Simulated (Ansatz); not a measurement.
Two G0W0 runs on MoS2/WSSe (van der Waals superlattice) (P3m1).

The structure was built from a prototype and need not be the compound's stable phase.

```xyz
6
Lattice="3.1428 0.0000 0.0000 -1.5714 2.7217 0.0000 0.0000 0.0000 13.1457" Properties=species:S:1:pos:R:3 pbc="T T T"
Mo    0.0000    1.8145    3.2292
S     1.5714    0.9072    4.7797
S     1.5714    0.9072    1.6773
W     0.0000    1.8145    9.9234
S     1.5714    0.9072   11.4736
Se    1.5714    0.9072    8.1965
```

The structure was relaxed with PBEsol-D3(BJ). The runs that relaxed it are not among those shown. Spin-orbit coupling is left out unless a run names it.

The first (Ansatz 0.2.0; start PBEsol, 9×9×2 mesh, 469 empty bands, screening to 150 eV, PAW set soft_1 files; 1 × NVIDIA H100 80GB HBM3 (shared by 6 runs) with 2 threads of AMD EPYC 7R13 (Zen 3), shared host) gave, on its mesh: starting gap 1.05 eV, G0W0 gap 1.53 eV, RPA ε∞ (mean) 10.79, 1.9 min.

The second changes empty bands from 469 to 118 and screening cutoff (eV) from 150.0 to 60. What does it give?

It gave: starting gap 1.05 eV, G0W0 gap 1.44 eV, RPA ε∞ (mean) 11.14, 77 s. The G0W0 gap moves by −0.09 eV, +0.00 eV from the start and −0.09 eV from the correction.

Limits: not at the basis limit; no spin-orbit coupling.

[Paths, hosts, dates, memory and timing lines, banners, echoed tables and standing remarks are left out of the program output.]

[Logs are printed without paths, hosts, clocks, repeated set-up lines and the standing remarks that a program may print on its own settings, such as how far it seeks lower states.]

[Runs of the session that timed out or met a known fault of the program may be left out.]

[Cells called generated may have been cut or substituted from an entry of the Crystallography Open Database or the Materials Project.]

[Hosts, paths, dates, database ids (printed as entryN), source tags and the programs' standing remarks are cut or masked in the printed files.]
